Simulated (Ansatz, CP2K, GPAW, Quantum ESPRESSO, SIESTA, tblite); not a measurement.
# SIESTA on twisted graphene monolayer on bilayer, 77.90° (186 atoms): settings against a plane-wave reference, part 2 of 2

Wanted: SIESTA inputs and outputs for twisted graphene monolayer on bilayer, 77.90° (186 atoms), checked against a plane-wave reference.

Program: SIESTA 5.4.2; the method stands at each step. Banners, paths, timers and routine set-up lines are dropped from the logs unmarked, and long logs keep their key lines alone; longer cuts are marked. The potentials were converted by us to PSML.

So far. Step 2 (PBE, DZP, shift 0.01 Ry, mesh 300 Ry): Forces lie 12 % from the reference's, at 1.2 times its CPU time.

### Step 3. PBE, SZ, shift 0.01 Ry, mesh 300 Ry

Method: Kohn-Sham DFT, PBE, PseudoDojo 0.4.1 norm-conserving pseudopotentials (converted to PSML), numerical atomic orbitals (SZ), diagonalisation.

Input file input.fdf:

```
SystemLabel cell
NumberOfAtoms 186
NumberOfSpecies 1
%block ChemicalSpeciesLabel
  1 6 C
%endblock ChemicalSpeciesLabel
LatticeConstant 1.0 Ang
%block LatticeVectors
  13.69670 0.00000 0.00000
  -6.84835 11.86169 0.00000
  0.00000 0.00000 20.69000
%endblock LatticeVectors
PAO.BasisSize SZ
PAO.EnergyShift 0.01 Ry
XC.Functional GGA
XC.Authors PBE
MeshCutoff 300 Ry
%block kgrid_Monkhorst_Pack
  1 0 0 0.0
  0 1 0 0.0
  0 0 1 0.0
%endblock kgrid_Monkhorst_Pack
SolutionMethod diagon
OccupationFunction FD
ElectronicTemperature 580 K
SCF.Mixer.Method Pulay
SCF.Mixer.Weight 0.05
SCF.Mixer.History 8
SCF.Mix Hamiltonian
MaxSCFIterations 300
SCF.DM.Tolerance 1e-04
SCF.H.Tolerance 1.0e-3 eV
WriteForces T
Write.HirshfeldPop T
Write.VoronoiPop T
Write.DM F
Write.H F
XML.Write F
AtomicCoordinatesFormat Fractional
%block AtomicCoordinatesAndAtomicSpecies
[... 186 atom lines left out: the same atoms as in the first run ...]
%endblock AtomicCoordinatesAndAtomicSpecies
```

Started as:

```
$ OMP_NUM_THREADS=1 siesta < input.fdf > output.txt
```

What it wrote:

```text
Version         : 5.4.2
reinit: System Name:
reinit: System Label: cell
initatom: Reading input for the pseudopotentials and atomic orbitals ----------
Species number:   1 Atomic number:    6 Label: C
Ground state valence configuration (from tables):   2s02  2p02  3d00  4f00
---- Processing specs for species: C
GGA--PBE XC_GGA_X_PBE--XC_GGA_C_PBE pb
C pseudopotential only contains V_ls up to l=1 -- lmxkb reset.
Using PAO.SplitTailNorm
%block ChemicalSpeciesLabel
    1    6 C                       # Species index, atomic number, species label
%endblock ChemicalSpeciesLabel
%block PAO.Basis                 # Define Basis set
C                     2                    # Species label, number of l-shells
 n=2   0   1                         # n, l, Nzeta
   4.484
   1.000
[... lines left out ...]
Total number of electrons:   744.000000
[... lines left out ...]
stepf: Fermi-Dirac step function
        iscf     Eharris(eV)        E_KS(eV)     FreeEng(eV)     dDmax    Ef(eV) dHmax(eV)
[... lines left out ...]
SCF Convergence by DM+H criterion
[... lines left out ...]
SCF cycle converged after 11 iterations
[... lines left out ...]
   Max   13.057185
[... lines left out ...]
   Max   13.057185    constrained
Stress tensor Voigt[x,y,z,yz,xz,xy] (kbar):     -261.66     -258.38       10.01        0.10        0.20        4.27
[... lines left out ...]
siesta: Ena     =     13800.962832
siesta: Ekin    =     19326.867101
siesta: Enl     =      -801.288117
siesta: DEna    =       490.357884
siesta: DUscf   =        18.748774
siesta: Ex      =     -9547.546568
siesta: Ec      =      -958.744775
siesta: Exc     =    -10506.291343
siesta: Eharris =    -30152.722428
siesta: Etot    =    -30152.722427
siesta: FreeEng =    -30152.722427
siesta: Final energy (eV):
siesta:  Band Struct. =  -11957.870484
siesta:       Kinetic =   19326.867101
siesta:       Hartree =  155095.167605
siesta:         Exch. =   -9547.546568
siesta:         Corr. =    -958.744775
siesta:   Exch.-corr. =  -10506.291343
siesta:  Ion-electron = -330026.825509
siesta:       Ion-ion =  135958.359718
siesta:         Total =  -30152.722427
siesta:         Fermi =      -6.606885
siesta: Stress tensor (static) (eV/Ang**3):
siesta:    -0.163314    0.002664    0.000124
siesta:     0.002664   -0.161268    0.000065
siesta:     0.000124    0.000065    0.006246
siesta: Cell volume =       3361.421735 Ang**3
siesta: Pressure (static):
siesta:                Solid            Molecule  Units
siesta:           0.00115570          0.00132392  Ry/Bohr**3
siesta:           0.10611170          0.12155654  eV/Ang**3
siesta:         170.00969004        194.75505009  kBar
    Orbital volume contribution        =          36.143788 eV
    (Free)E + p_basis*V_orbitals       =      -30116.578639 eV
    (Free)Eharris+ p_basis*V_orbitals  =      -30116.578640 eV
siesta: Electric dipole (a.u.)  =   -0.000000    0.000000    0.003578
siesta: Electric dipole (Debye) =   -0.000000    0.000000    0.009093
Hirshfeld Atomic Populations:
Atom #   charge [q] valence [e]  Species
     1    -0.000461    4.000461  C
     2    -0.003800    4.003800  C
     3    -0.000412    4.000412  C
[...]
--------------------
 Total    -0.000034
Voronoi Atomic Populations:
Atom #   charge [q] valence [e]  Species
[...]
185    -0.002669    4.002669  C
   186     0.004018    3.995982  C
--------------------
 Total    -0.000033
```

Elapsed: 85 s, on 1 thread of Arm Neoverse V1, shared host; peak memory 0.9 GiB.

Compared with the plane-wave run:

| Property | Result |
| --- | --- |
| r.m.s. force component | 2.508 eV/Å |
| r.m.s. difference of force components | 723.9 meV/Å |
| longest difference of force vectors | 4043 meV/Å |
| force difference over r.m.s. force | 38.87 % |
| slope of forces against the reference's | 1.331 |
| correlation of force components | 0.9885 |

This is a coarse setting, run to see what it loses.

Against the first run (12 %), the force difference from the reference is 39 %, at 0.17 times the CPU time (on 1 against 4 cores), with 744 basis functions against 2418: the smaller basis costs accuracy.

### Step 4. PBE, DZ, shift 0.01 Ry, mesh 300 Ry

Method: Kohn-Sham DFT, PBE, PseudoDojo 0.4.1 norm-conserving pseudopotentials (converted to PSML), numerical atomic orbitals (DZ), diagonalisation.

input.fdf, as its differences from that of step 3:

```diff
@@ -12,3 +12,3 @@
 %endblock LatticeVectors
-PAO.BasisSize SZ
+PAO.BasisSize DZ
 PAO.EnergyShift 0.01 Ry
```

Started as:

```
$ OMP_NUM_THREADS=1 mpirun -np 2 siesta < input.fdf > output.txt
```

What it wrote:

```text
Version         : 5.4.2
reinit: System Name:
reinit: System Label: cell
initatom: Reading input for the pseudopotentials and atomic orbitals ----------
Species number:   1 Atomic number:    6 Label: C
Ground state valence configuration (from tables):   2s02  2p02  3d00  4f00
---- Processing specs for species: C
GGA--PBE XC_GGA_X_PBE--XC_GGA_C_PBE pb
[... lines left out ...]
        iscf     Eharris(eV)        E_KS(eV)     FreeEng(eV)     dDmax    Ef(eV) dHmax(eV)
[... lines left out ...]
SCF Convergence by DM+H criterion
[... lines left out ...]
SCF cycle converged after 12 iterations
[... lines left out ...]
   Max   11.050976
[... lines left out ...]
   Max   11.050976    constrained
Stress tensor Voigt[x,y,z,yz,xz,xy] (kbar):      -95.56      -93.01       -7.81        0.08        0.14        2.12
[... lines left out ...]
siesta: FreeEng =    -30393.471510
[... lines left out ...]
siesta:         Fermi =      -4.200920
[... lines left out ...]
siesta: Pressure (static):
siesta:                Solid            Molecule  Units
siesta:           0.00044498          0.00054464  Ry/Bohr**3
siesta:           0.04085604          0.05000660  eV/Ang**3
siesta:          65.45858885         80.11940474  kBar
    Orbital volume contribution        =          47.477578 eV
    (Free)E + p_basis*V_orbitals       =      -30345.993932 eV
    (Free)Eharris+ p_basis*V_orbitals  =      -30345.993934 eV
siesta: Electric dipole (a.u.)  =   -0.000000    0.000000    0.009847
siesta: Electric dipole (Debye) =   -0.000000    0.000000    0.025028
Hirshfeld Atomic Populations:
Atom #   charge [q] valence [e]  Species
     1    -0.000151    4.000151  C
     2    -0.001159    4.001159  C
     3     0.001811    3.998189  C
[...]
--------------------
 Total    -0.000022
Voronoi Atomic Populations:
Atom #   charge [q] valence [e]  Species
[...]
185    -0.002806    4.002806  C
   186     0.003846    3.996154  C
--------------------
 Total    -0.000022
```

Elapsed: 77 s, on 2 MPI ranks; peak memory 1.3 GiB.

Against the reference:

| Quantity | Value |
| --- | --- |
| r.m.s. force component | 2.148 eV/Å |
| r.m.s. difference of force components | 300.7 meV/Å |
| longest difference of force vectors | 1872 meV/Å |
| force difference over r.m.s. force | 16.15 % |
| slope of forces against the reference's | 1.152 |
| correlation of force components | 0.9989 |

This is a coarse setting, run to see what it loses.

Against the first run (12 %), the force difference from the reference is 16 %, at 0.30 times the CPU time (on 2 against 4 cores), with 1488 basis functions against 2418: the smaller basis costs accuracy.

### Step 5. The ladder

Differences are against the plane-wave reference, forces as r.m.s. over components; share is that over the reference's r.m.s. force, slope the least-squares factor from reference forces to these. Total energies of different programs have different zeros and aren't compared.

```csv
run,"Δ force, r.m.s. (meV/Å)",share (%),slope,cores,CPU time,memory (GiB)
reference,-,-,-,4,7.3 min,4.5
"SIESTA PBE, DZP, shift 0.01 Ry, mesh 300 Ry",232,12.5,1.109,4,8.5 min,2.5
"SIESTA PBE, SZ, shift 0.01 Ry, mesh 300 Ry (coarse)",724,38.9,1.331,1,85 s,0.9
"SIESTA PBE, DZ, shift 0.01 Ry, mesh 300 Ry (coarse)",301,16.1,1.152,2,2.6 min,1.3
```

Rows marked coarse were listed beforehand as settings not expected to be converged; some can still land near the reference.

CPU time is summed over cores on a shared host, where runs went side by side, so it is rough. Symmetry, cutoffs, thresholds, outputs and thread counts weren't matched or tuned between programs; memory under MPI is the largest rank's times the ranks.

### Step 6. Results

```json
{"nearest in forces": "SIESTA PBE, DZP, shift 0.01 Ry, mesh 300 Ry, 12 %", "its CPU time": "8.5 min"}
```

In words: The PBE run in local orbitals, coarse settings apart, differs by 12 % (SIESTA PBE, DZP, shift 0.01 Ry, mesh 300 Ry); basis, grid and potentials can all enter. Runs with settings chosen to be coarse differ by 16 % (SIESTA PBE, DZ, shift 0.01 Ry, mesh 300 Ry) to 39 % (SIESTA PBE, SZ, shift 0.01 Ry, mesh 300 Ry), their programs' other errors included. Of the electronic-structure runs that take under half the reference's CPU time, SIESTA PBE, DZ, shift 0.01 Ry, mesh 300 Ry comes nearest, at 16 % in 2.6 min against 7.3 min. SIESTA PBE, SZ, shift 0.01 Ry, mesh 300 Ry stiffens the forces by a factor of 1.33 while following their directions (correlation 0.988); the slopes of the 3 SIESTA runs lie between 1.11 and 1.33. The reference's PBE has no dispersion term, which matters for the binding between molecules or layers. One k-point is far too coarse for the carbon or group-IV sheet, and it can put spurious forces of up to about 1 eV/Å on the sheet's atoms. The electronic-structure runs sample only Γ, in a cell whose shortest periodic width is 12 Å.

[Also dropped from logs without a mark: logging warnings of Python, and SIESTA's first energy breakdown and zero terms.]

[Logs are printed without paths, hosts, clocks, repeated set-up lines and the standing remarks that a program may print on its own settings, such as how far it seeks lower states.]

[Hosts, paths, dates, database ids (printed as entryN), source tags and the programs' standing remarks are cut or masked in the printed files.]
